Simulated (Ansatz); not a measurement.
Planning a run of Ansatz 0.2.0 on Te (P3_121). The input:

```yaml
crystal:
  lattice:
    - [4.4572, 0.0, 0.0]
    - [-2.2286, 3.8600484297, 0.0]
    - [0.0, 0.0, 5.929]
  atoms:
    - { symbol: Te, position: [0.2633, 0.0, 0.3333333333] }
    - { symbol: Te, position: [0.0, 0.2633, 0.6666666667] }
    - { symbol: Te, position: [0.7367, 0.7367, 0.0] }
kpoints:
  mp_grid: { grid: [6, 6, 4] }
hamiltonian:
  xc: pbe
  pseudopotentials: { kind: paw, azcp: { folder: soft_1 } }
scf:
  occupations: { method: fixed }
gw:
  n_empty_bands: 304
  ecut_chi: 120
  qp_bands: [v2, c2]
  qp_kpoints: band_edges
  screening: { model: contour_deformation }
```

```sh
ansatz run input.yaml --threads 3 --pin off --max-ram 92160MiB --backend cuda --events-out ev --progress --plain --runs-dir out --devices 1 --max-vram 13GiB
```

Question: Estimate wall time and host memory on 1 × NVIDIA H100 80GB HBM3 (shared by 6 runs) with 3 threads of AMD EPYC 7R13 (Zen 3), shared host.

It took 33 s; on shared hardware allow 16 s to 66 s. Peak host memory was 1.7 GiB. The sizes that set the cost: 2017 plane waves a state, 24 irreducible k points, 328 bands summed, 299 plane waves in the screening and 7 SCF cycles.

The screening grows as filled bands × empty bands × pairs of k points, times the square of the screening basis for the matrix.

[Paths, hosts, dates, memory and timing lines, banners, echoed tables and standing remarks are left out of the program output.]

[Logs are printed without paths, hosts, clocks, repeated set-up lines and the standing remarks that a program may print on its own settings, such as how far it seeks lower states.]

[Runs of the session that timed out or met a known fault of the program may be left out.]

[Cells called generated may have been cut or substituted from an entry of the Crystallography Open Database or the Materials Project.]

[Hosts, paths, dates, database ids (printed as entryN), source tags and the programs' standing remarks are cut or masked in the printed files.]
